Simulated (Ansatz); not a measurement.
**How fast states decay through Al2O5**

A new crystal, Al2O5: structure, gap and complex bands. It is built by putting O for Te in the Al2Te5 structure of space group C2/m, with the volume rescaled by atomic radii. The parent structure comes from the Materials Project.

Calculated with Ansatz 0.2.0; r2SCAN DFT, plane waves, PAW files, in the first sound run; inputs show where later runs differ.

Report form: the programs' logs are mostly left out.

The structure was built from a prototype and need not be the compound's stable phase.

### Step 1. Starting point

Symmetry: C2/m, No. 12, monoclinic system. The conventional cell has a = 10.644 Å, b = 3.165 Å, c = 7.745 Å, α = 90.00°, β = 127.41°, γ = 90.00°. Al has 4 O at 1.94 to 2.03 Å nearest. Nearest to O lie 1 Al at 1.94 Å. Nearest to O lie 4 O at 2.29 Å. Nearest to O lie 3 Al at 2.02 to 2.03 Å. It derives from Al2Te5. O for Te in the Al2Te5 structure of space group C2/m. Farther neighbours and most contacts between anions are not listed.

### Step 2. Relaxing the new crystal

The substituted atoms don't fit the parent's cell, so cell and atoms relax together. A small smearing keeps the run stable in case the gap closes on the way.

The input, input.yaml:

```yaml
crystal:
  lattice:
    - [5.3222119848, -1.5825333062, 0.0]
    - [5.3222119848, 1.5825333062, 0.0]
    - [-4.7054973467, 0.0, 6.1521338725]
  atoms:
    - { symbol: Al, position: [0.37049554, 0.37049554, 0.59810599] }
    - { symbol: Al, position: [0.62950446, 0.62950446, 0.40189401] }
    - { symbol: O, position: [0.58145532, 0.58145532, 0.87374735] }
    - { symbol: O, position: [0.41854468, 0.41854468, 0.12625265] }
    - { symbol: O, position: [0.0, 0.0, 0.0] }
    - { symbol: O, position: [0.18147808, 0.18147808, 0.59993166] }
    - { symbol: O, position: [0.81852192, 0.81852192, 0.40006834] }
kpoints:
  mp_grid: { grid: [8, 8, 4] }
scf:
  occupations: { method: gaussian, width: 0.03 }
hamiltonian:
  xc: r2scan
output:
  forces: true
  stress: true
relax:
  f_tol: 0.02
  max_steps: 60
  cell: {}
```

Launch:

```sh
> ansatz run input.yaml --threads 2 --pin off --max-ram 4096MiB --backend cpu --events-out ev --progress --plain --runs-dir out
```

The job ended after 4 min (2 threads of Arm Neoverse V2, shared host; peak memory 0.71 GiB; 8 min of CPU time).

Step by step (22 of 24):

```csv
step,energy less that of the first step (eV),largest force component (eV/Å),pressure (GPa),volume (Å³)
1,0.0000,4.0552,-25.36,103.63
2,-3.3710,2.8813,-20.43,96.72
3,-5.1320,0.7949,-2.32,86.80
4,-5.3027,0.5194,-1.29,85.14
5,-5.4049,0.3940,0.33,81.75
6,-5.4259,0.1514,-0.06,82.17
8,-5.4325,0.1943,0.04,81.67
9,-5.4356,0.1462,-0.13,82.81
10,-5.4428,0.1314,0.10,84.87
11,-5.4540,0.3291,0.22,85.65
12,-5.4841,0.2017,0.83,84.82
13,-5.5138,0.4913,-0.96,83.08
14,-5.5239,0.3239,0.33,78.84
15,-5.4903,0.6020,-2.23,80.53
16,-5.5437,0.4769,0.54,78.91
17,-5.5511,0.3648,-0.21,79.42
19,-5.5580,0.0112,0.05,78.54
20,-5.5580,0.0039,0.00,78.61
21*,-5.5487,0.0041,0.07,78.61
22,-5.5487,0.0060,-0.03,78.74
23,-5.5488,0.0033,0.01,78.74
24*,-5.5488,0.0033,0.01,78.74
```

Relaxation steps marked * repeat the geometry before them on a plane-wave basis chosen anew for their cell, so energy and pressure can jump there. Other such steps can lie between the rows shown. Relaxation step 15 was tried and not accepted.

The run keeps the 4 symmetry operations that it works with, so distortions that break them were not tested.

```csv
cell as run,before,after,change
a (Å),5.553,5.135,-7.5 %
b (Å),5.553,5.135,-7.5 %
c (Å),7.745,8.484,+9.5 %
α (°),125.61,137.87,+9.8 %
β (°),125.61,137.87,+9.8 %
γ (°),33.12,33.87,+2.3 %
volume (Å³/atom),14.80,11.25,-24.0 %
```

The atoms that moved most (Å, as changes of fractional coordinates times the final cell):

```csv
atom,dx,dy,dz,length
O6,0.198,0.000,-0.819,0.843
O7,-0.198,0.000,0.819,0.843
O3,-0.239,0.000,0.805,0.839
O4,0.239,0.000,-0.805,0.839
Al2,-0.023,0.000,-0.459,0.460
Al1,0.023,0.000,0.459,0.460
```

Numbers from this step:

```yaml
free_energy: -3921.0897 eV
fermi_energy: 3.237 eV
pressure: 0.005292 GPa
```

The largest force component on a free atom ends at 0.0033 eV/Å.

### Step 3. Band edges

The energy window and the wavevectors of the next steps follow from the band edges, so these are searched first, off the mesh as well.

The input, input.yaml:

```yaml
crystal:
  lattice:
    - [4.8144911125, -1.4955486783, -0.9743488851]
    - [4.8144911125, 1.4955486783, -0.9743488851]
    - [-5.3828934317, 0.0, 6.5575016429]
  atoms:
    - { symbol: Al, position: [0.4202599988, 0.4202599988, 0.6828989935] }
    - { symbol: Al, position: [0.5797400012, 0.5797400012, 0.3171010065] }
    - { symbol: O, position: [0.633886397, 0.633886397, 1.0120292642] }
    - { symbol: O, position: [0.366113603, 0.366113603, -0.0120292642] }
    - { symbol: O, position: [0.0, 0.0, 0.0] }
    - { symbol: O, position: [0.122432799, 0.122432799, 0.4574764244] }
    - { symbol: O, position: [0.877567201, 0.877567201, 0.5425235756] }
kpoints:
  mp_grid: { grid: [8, 8, 4] }
  band_path: { path: [VBM, CBM], npoints: 30 }
scf:
  occupations: { method: fixed }
hamiltonian:
  xc: r2scan
output:
  eigenvalues: true
  write_potential: true
  write_density: true
  volumetric_format: npy
  elf: true
```

Wall time 27 s (2 threads); peak memory 0.55 GiB; 53 s of CPU time.

This step gave:

* Fermi energy: 3.019 eV
* gap on the k-mesh: 0.4316 eV
* gap on path: 0.3969 eV, by band count; negative where bands overlap
* direct gap on path: 0.8334 eV
* edge places on path: 0, 1.641 1/A along the path

The electronic bands at the labelled points (eV, zero at the Fermi level (highest filled level under fixed occupations); # counts the bands kept):

```csv
point,#10,#11,#12,#13,#14,#15,#16
VBM,-1.28,-0.49,-0.34,0.03,1.78,2.19,7.76
halfway,-1.36,-0.86,-0.58,-0.37,1.53,2.36,8.06
CBM,-1.29,-0.82,-0.57,-0.40,0.43,2.29,7.28
```

Electrostatic potential energy in the ac plane of the cell as run, not the conventional one, at fractional y = 0.366, with atoms of Al and O within 0.2 Å of it. With pseudopotentials it is smooth inside the atoms' cores, unlike the true potential.

Ten even steps from '_' (-25 eV) to '@' (11 eV), each cell a mean:
```
@@@@%%::____::%%@@%%##**%%@@
@@@@**____::%%@@%%%%####%%@@
@@@@##--++%%@@%%%%####%%%%@@
@@@@@@@@@@@@%%##**++**%%%%@@
@@@@@@@@@@%%**==----**%%@@@@
@@@@@@@@%%++--====--**%%@@@@
@@@@@@%%**--++**==++%%@@@@@@
@@@@%%**==++**++==##@@@@@@@@
@@@@##====++====**%%@@@@@@@@
%%##**==----==##%%@@@@@@@@@@
++****====++##%%@@@@@@@@@@##
++####**##%%@@@@@@@@@@@@##==
##%%%%%%%%@@@@@@@@@@@@%%++++
##%%%%@@@@@@@@@@@@%%##++++**
%%%%@@@@@@@@@@@@%%**==--==**
%%@@@@@@@@@@@@%%**==----==##
@@@@@@@@@@@@%%**==------**%%
@@@@@@@@@@%%##++------**%%@@
@@@@@@@@@@%%##++====**%%@@@@
@@@@@@@@@@%%##****##%%@@@@@@
@@@@@@@@@@##==--**%%%%@@@@@@
@@@@@@@@##..__..##%%%%%%%%@@
@@@@@@##..____--%%%%%%####@@
```
Columns run along a (5.1 Å; values clipped at the 3rd and 97th percentile), rows up along c (8.5 Å). Atoms in or near the plane, at fractional coordinates: Al at (0.42, 0.68), O at (0.37, 0.99).

Valence density in the ac plane of the cell as run, not the conventional one, at fractional y = 0.366, with atoms of Al and O within 0.2 Å of it. It is the smooth field of the valence electrons, not physical close to the nuclei.

Ten steps, logarithmic in the rise over the least value, from '0' (0.0 e/Å³) to '9' (6.4 e/Å³), each cell a mean:
```
11479974345543
13689742345531
13676422354321
23443113443211
12221122332100
11111111121100
00112111121000
12232111221000
34432112210001
55432122100013
65432221000135
65322110001356
53211000013566
32110000023554
21000000123443
10000000123322
10000001122211
10000011222211
11000123332222
21001245542222
21012577533333
21125897533444
21258996434554
```
Columns run along a (5.1 Å), rows up along c (8.5 Å). Atoms in or near the plane, at fractional coordinates: Al at (0.42, 0.68), O at (0.37, 0.99).

ELF in the ac plane of the cell as run, not the conventional one, at fractional y = 0.366, with atoms of Al and O within 0.2 Å of it. It is the smooth field of the valence electrons, not physical close to the nuclei.

Ten even steps from '0' (0.00) to '9' (0.87), each cell a mean:
```
01697684125764
04999851257751
27999511477520
37874103675200
35420013321000
11000000001000
00122000022000
13552000232000
57861002331002
88740012210037
88520011000378
85210000003799
62100000026898
31000000147986
10000000257653
00000000233221
00000000000000
00000001111000
00000135552111
11001489851121
31004899831223
31038988512345
20278677213565
```
Columns run along a (5.1 Å), rows up along c (8.5 Å). Atoms in or near the plane, at fractional coordinates: Al at (0.42, 0.68), O at (0.37, 0.99).

The searched edges give 0.397 eV, under the 0.432 eV of the mesh, which misses an edge.

### Step 4. Complex bands

This step: r2SCAN DFT, plane waves, PAW files; complex bands by layer matching along the plane's normal (Ansatz 0.2.0).

The same crystal is laid in a cell whose first two vectors span the (001) plane (indices of the standard conventional cell, whose axes can be ordered otherwise than in the bulk input). At fixed energy and wavevector in the plane the solver finds all kz, real and complex. A few wavevectors are listed, (0, 0), (0, -0.5) and (0.5, 0) in units of the plane's reciprocal vectors; the slowest state needn't be among them.

The input, input.yaml:

```yaml
crystal:
  lattice:
    - [2.991097357, 0.0, 0.0]
    - [1.495548678, 4.912095319, 0.0]
    - [1.495548678, -1.664565943, 5.359467896]
  atoms:
    - { symbol: Al, position: [0.5797400012, 0.1576210041, 0.6828989935] }
    - { symbol: Al, position: [0.4202599988, 0.8423789959, 0.3171010065] }
    - { symbol: O, position: [0.366113603, 0.2557435298, 0.0120292642] }
    - { symbol: O, position: [0.633886397, 0.7442564702, 0.9879707358] }
    - { symbol: O, position: [0.0, 0.0, 0.0] }
    - { symbol: O, position: [0.877567201, 0.7873891736, 0.4574764244] }
    - { symbol: O, position: [0.122432799, 0.2126108264, 0.5425235756] }
kpoints:
  mp_grid: { grid: [8, 8, 8] }
scf:
  occupations: { method: fixed }
hamiltonian:
  xc: r2scan
output:
  eigenvalues: true
  transmission:
    leads: [[0, 0]]
    kpoints: [[0.0, 0.0], [0.0, -0.5], [0.5, 0.0]]
    e_range: [-1.0, 1.4]
    de: 0.05
```

Wall time 26 s (2 threads); peak memory 0.64 GiB; 52 s of CPU time.

This step gave:

```
free energy                                               : -3921.0898 eV
level to which the leads are filled                       : 0.2158 eV from the Fermi level
decay constant at the filling level, zone centre          : 0.4233 Å⁻¹
decay constant at the filling level, slowest listed point : 0.4233 Å⁻¹
```

K parallel (0, 0); values up to 1.5 1/Å, a degenerate pair printed once or twice; energies at which all values exceed this have no row. Table of Im kz of the slowest decaying states by energy, zero at the highest filled level on the SCF mesh:

```csv
energy (eV),decay 1 (Å⁻¹),decay 2 (Å⁻¹),decay 3 (Å⁻¹),decay 4 (Å⁻¹)
-1.000,0.316,0.553,0.963,1.07
-0.900,0.305,0.339,0.948,1.07
-0.750,0.369,0.583,0.931,1.06
-0.650,0.0385,0.386,0.721,0.922
-0.500,0.0642,0.410,0.863,0.912
-0.400,0.424,0.906,0.975,-
-0.300,0.438,0.902,0.998,-
-0.150,0.241,0.462,0.897,1.03
-0.050,0.348,0.486,0.894,1.04
0.000,0.376,0.502,0.892,1.05
0.100,0.407,0.538,0.889,1.06
0.200,0.423,0.574,0.885,1.07
0.300,0.434,0.558,0.661,0.880
0.450,0.444,0.558,0.766,0.862
0.550,0.449,0.562,0.840,1.11
0.700,0.456,0.566,0.877,1.12
0.800,0.460,0.567,0.902,1.13
0.900,0.465,0.566,0.932,1.13
1.050,0.475,0.555,0.971,1.05
1.150,0.491,0.533,0.940,1.05
1.300,0.498,0.925,1.04,1.15
1.400,0.474,0.919,1.02,1.15
```

K parallel (0, -0.5); values up to 1.5 1/Å, a degenerate pair printed once or twice; energies at which all values exceed this have no row. The Im kz of the slowest decaying states by energy, zero at the highest filled level on the SCF mesh:

```csv
energy (eV),decay 1 (Å⁻¹),decay 2 (Å⁻¹),decay 3 (Å⁻¹),decay 4 (Å⁻¹)
-1.000,0.173,0.387,0.952,1.01
-0.900,0.0683,0.412,0.917,0.970
-0.800,0.101,0.240,0.435,0.874
-0.700,0.242,0.342,0.454,0.820
-0.600,0.308,0.405,0.469,0.581
-0.500,0.355,0.446,0.484,0.625
-0.400,0.430,0.437,0.903,1.05
-0.350,0.444,0.498,1.00,1.15
-0.250,0.457,0.619,1.04,1.14
-0.150,0.467,0.681,1.06,1.13
-0.050,0.471,0.667,0.781,1.08
0.000,0.471,0.673,0.810,1.09
0.050,0.469,0.680,0.834,1.10
0.150,0.460,0.696,0.873,1.11
0.250,0.437,0.712,0.903,1.10
0.350,0.384,0.727,0.927,1.10
0.450,0.333,0.739,0.948,1.09
0.550,0.405,0.438,0.750,0.966
0.650,0.432,0.559,0.759,0.981
0.750,0.450,0.639,0.765,0.994
0.800,0.457,0.673,0.766,1.00
0.900,0.468,0.749,1.01,1.03
1.000,0.478,0.774,1.02,1.02
1.100,0.486,0.795,1.01,1.03
1.200,0.493,0.814,1.01,1.04
1.300,0.499,0.831,1.01,1.04
1.400,0.505,0.846,1.01,1.05
```

K parallel (0.5, 0); values up to 1.5 1/Å, a degenerate pair printed once or twice; energies at which all values exceed this have no row. Im kz of the slowest decaying states against energy, zero at the highest filled level on the SCF mesh:

```csv
energy (eV),decay 1 (Å⁻¹),decay 2 (Å⁻¹),decay 3 (Å⁻¹),decay 4 (Å⁻¹)
-1.000,0.108,0.158,0.629,0.642
-0.900,0.273,0.274,0.639,0.655
-0.800,0.340,0.350,0.649,0.666
-0.700,0.389,0.404,0.658,0.675
-0.600,0.428,0.445,0.665,0.683
-0.500,0.461,0.475,0.672,0.689
-0.400,0.489,0.495,0.678,0.695
-0.350,0.501,0.502,0.681,0.698
-0.250,0.502,0.525,0.687,0.702
-0.150,0.474,0.547,0.693,0.707
-0.050,0.352,0.567,0.698,0.710
0.000,0.429,0.487,0.579,0.701
0.050,0.535,0.538,0.599,0.703
0.150,0.588,0.602,0.709,0.710
0.250,0.605,0.650,0.713,0.729
0.350,0.619,0.690,0.717,0.730
0.450,0.631,0.724,0.733,0.940
0.550,0.641,0.736,0.736,0.747
0.650,0.651,0.738,0.739,0.780
0.750,0.659,0.742,0.742,0.808
0.800,0.663,0.744,0.744,0.821
0.900,0.670,0.747,0.749,0.847
1.000,0.676,0.750,0.753,0.871
1.100,0.680,0.753,0.758,0.893
1.200,0.684,0.756,0.763,0.913
1.300,0.687,0.759,0.768,0.930
1.400,0.688,0.763,0.773,0.941
```

At the listed wavevectors the last open channel is at -0.05 eV and the next at +0.45 eV on the grid. At +0.20 eV, the grid energy nearest the filling level (the middle of the gap on the SCF mesh), the slowest state at the listed wavevectors decays with κ = 0.423 Å⁻¹, its amplitude falling by e over 2.4 Å. Through 1 nm of this crystal that state's transmission falls by exp(−2 × 0.423 Å⁻¹ × 10 Å) = 2.1e-4.

### Step 5. Band edges at another level, cutoff 420 eV

This step: PBEsol DFT, plane waves, PAW files (Ansatz 0.2.0).

The edges again with PBEsol, at the same atoms. Against that run the cutoff is 420 eV against 500.

The input, input.yaml:

```yaml
crystal:
  lattice:
    - [4.8144911125, -1.4955486783, -0.9743488851]
    - [4.8144911125, 1.4955486783, -0.9743488851]
    - [-5.3828934317, 0.0, 6.5575016429]
  atoms:
    - { symbol: Al, position: [0.4202599988, 0.4202599988, 0.6828989935] }
    - { symbol: Al, position: [0.5797400012, 0.5797400012, 0.3171010065] }
    - { symbol: O, position: [0.633886397, 0.633886397, 1.0120292642] }
    - { symbol: O, position: [0.366113603, 0.366113603, -0.0120292642] }
    - { symbol: O, position: [0.0, 0.0, 0.0] }
    - { symbol: O, position: [0.122432799, 0.122432799, 0.4574764244] }
    - { symbol: O, position: [0.877567201, 0.877567201, 0.5425235756] }
kpoints:
  mp_grid: { grid: [8, 8, 4] }
  band_path: { path: [VBM, CBM], npoints: 30 }
scf:
  occupations: { method: fixed }
hamiltonian:
  xc: pbesol
output:
  eigenvalues: true
```

Wall time 11 s (2 threads); peak memory 0.37 GiB.

This step gave:

```yaml
free_energy: -3850.4611 eV
fermi_energy: 3.254 eV
gap_on_the_k_mesh: 0.3459 eV
gap_on_path: 0.3032 eV, by band count; negative where bands overlap
direct_gap_on_path: 0.4849 eV
edge_places_on_path: 0, 1.619 1/A along the path
```

Electronic bands along the path, in eV, zero at the Fermi level (highest filled level under fixed occupations); # counts the bands kept:

```csv
point,#10,#11,#12,#13,#14,#15,#16,#17
VBM,-1.05,-0.37,-0.36,0.04,1.57,2.02,7.05,8.81
halfway,-1.32,-0.71,-0.44,-0.29,1.38,2.13,7.32,8.44
CBM,-1.15,-0.78,-0.62,-0.14,0.35,2.04,6.50,7.64
```

The searched edges give 0.303 eV, under the 0.346 eV of the mesh, which misses an edge.

For the gap on path, step 3 gave 0.397 eV; this run, with PBEsol and cutoff 420 eV, gives 0.303 eV.

### Step 6. Complex bands at another level, cutoff 420 eV

This step: PBEsol DFT, plane waves, PAW files; complex bands by layer matching along the plane's normal (Ansatz 0.2.0).

The complex bands at that level, over its own gap, at (0, 0) and (0, -0.5).

The input, input.yaml:

```yaml
crystal:
  lattice:
    - [2.991097357, 0.0, 0.0]
    - [1.495548678, 4.912095319, 0.0]
    - [1.495548678, -1.664565943, 5.359467896]
  atoms:
    - { symbol: Al, position: [0.5797400012, 0.1576210041, 0.6828989935] }
    - { symbol: Al, position: [0.4202599988, 0.8423789959, 0.3171010065] }
    - { symbol: O, position: [0.366113603, 0.2557435298, 0.0120292642] }
    - { symbol: O, position: [0.633886397, 0.7442564702, 0.9879707358] }
    - { symbol: O, position: [0.0, 0.0, 0.0] }
    - { symbol: O, position: [0.877567201, 0.7873891736, 0.4574764244] }
    - { symbol: O, position: [0.122432799, 0.2126108264, 0.5425235756] }
kpoints:
  mp_grid: { grid: [8, 8, 8] }
scf:
  occupations: { method: fixed }
hamiltonian:
  xc: pbesol
output:
  eigenvalues: true
  transmission:
    leads: [[0, 0]]
    kpoints: [[0.0, 0.0], [0.0, -0.5]]
    e_range: [-1.0, 1.3]
    de: 0.05
```

Run time: 11 s. Hardware: 2 threads; peak memory 0.45 GiB.

This step gave:

```yaml
free_energy: -3850.4612 eV
level_to_which_the_leads_are_filled: 0.1730 eV from the Fermi level
decay_constant_at_the_filling_level_zone_centre: 0.3416 Å⁻¹
decay_constant_at_the_filling_level_slowest_listed_point: 0.3416 Å⁻¹
```

K parallel (0, 0); values up to 1.5 1/Å, a degenerate pair printed once or twice; energies at which all values exceed this have no row. Im kz of the slowest decaying states against energy, zero at the highest filled level on the SCF mesh:

```csv
energy (eV),decay 1 (Å⁻¹),decay 2 (Å⁻¹),decay 3 (Å⁻¹),decay 4 (Å⁻¹)
-1.000,0.123,0.266,0.442,0.997
-0.900,0.287,0.975,1.06,1.44
-0.750,0.323,0.616,0.949,1.05
-0.650,0.344,0.731,0.935,1.04
-0.550,0.0166,0.362,0.821,0.923
-0.400,0.161,0.386,0.909,0.965
-0.300,0.151,0.400,0.901,0.987
-0.200,0.413,0.894,1.01,-
-0.100,0.425,0.887,1.02,-
0.000,0.0381,0.437,0.882,1.04
0.050,0.219,0.445,0.879,1.04
0.150,0.342,0.470,0.873,1.06
0.250,0.385,0.508,0.867,1.07
0.400,0.408,0.567,0.854,1.08
0.500,0.416,0.557,0.654,0.841
0.600,0.422,0.550,0.753,0.805
0.700,0.426,0.550,0.806,1.11
0.850,0.433,0.547,0.842,1.11
0.950,0.439,0.541,0.866,1.12
1.050,0.448,0.527,0.891,1.12
1.200,0.475,0.938,1.02,1.13
1.300,0.451,0.950,0.957,1.13
```

K parallel (0, -0.5); values up to 1.5 1/Å, a degenerate pair printed once or twice; energies at which all values exceed this have no row. Table of Im kz of the slowest decaying states by energy, zero at the highest filled level on the SCF mesh:

```csv
energy (eV),decay 1 (Å⁻¹),decay 2 (Å⁻¹),decay 3 (Å⁻¹),decay 4 (Å⁻¹)
-1.000,0.0776,0.332,0.946,0.990
-0.900,0.0614,0.362,0.903,0.964
-0.750,0.114,0.225,0.401,0.777
-0.650,0.231,0.323,0.423,0.515
-0.550,0.295,0.387,0.439,0.685
-0.400,0.366,0.452,0.455,0.755
-0.300,0.408,0.469,0.477,0.655
-0.200,0.411,0.473,0.499,1.04
-0.100,0.405,0.520,1.06,1.09
0.000,0.421,0.631,1.08,1.08
0.050,0.42,0.662,1.08,1.08
0.150,0.406,0.708,1.07,1.09
0.250,0.365,0.742,1.07,1.10
0.400,0.197,0.354,0.781,1.06
0.500,0.394,0.445,0.770,0.832
0.600,0.415,0.551,0.768,0.868
0.700,0.430,0.625,0.770,0.894
0.850,0.447,0.712,0.768,0.923
0.950,0.455,0.764,0.939,0.974
1.050,0.463,0.784,0.952,0.972
1.200,0.473,0.810,0.969,0.973
1.300,0.478,0.826,0.975,0.978
```

At the listed wavevectors the last open channel is at -0.05 eV and the next at +0.35 eV on the grid. At +0.15 eV, the grid energy nearest the filling level (the middle of the gap on the SCF mesh), the slowest state at the listed wavevectors decays with κ = 0.342 Å⁻¹, its amplitude falling by e over 2.9 Å; the first such run, plane (001), gave 0.423 Å⁻¹ over as many of its listed wavevectors.

### Step 7. Outcome

```yaml
band_gap: 0.397 eV
least_decay_constant_at_mid_gap_normal_to_001: 0.423 Å⁻¹
least_decay_constant_pbesol: 0.342 Å⁻¹
```

What this shows: With r2SCAN, the slowest decay at the wavevectors tried is κ = 0.423 Å⁻¹, normal to (001). Through such a film the transmission near mid-gap falls as exp(−2κd), a factor of ten every 2.7 Å. A free electron under a barrier of half the gap would need a mass of 3.4 mₑ to decay at this rate. With PBEsol the gap goes from 0.397 to 0.303 eV and the decay constant, over the first 2 listed wavevectors, from 0.423 to 0.342 Å⁻¹. The compound is made up by substitution; its stability against other phases and against distortions of the cell's symmetry was not tested. r2SCAN still narrows gaps, if less than LDA and GGA do, so real decay constants are likely larger.

[Logs are printed without paths, hosts, clocks, repeated set-up lines and the standing remarks that a program may print on its own settings, such as how far it seeks lower states.]

[Hosts, paths, dates, database ids (printed as entryN), source tags and the programs' standing remarks are cut or masked in the printed files.]
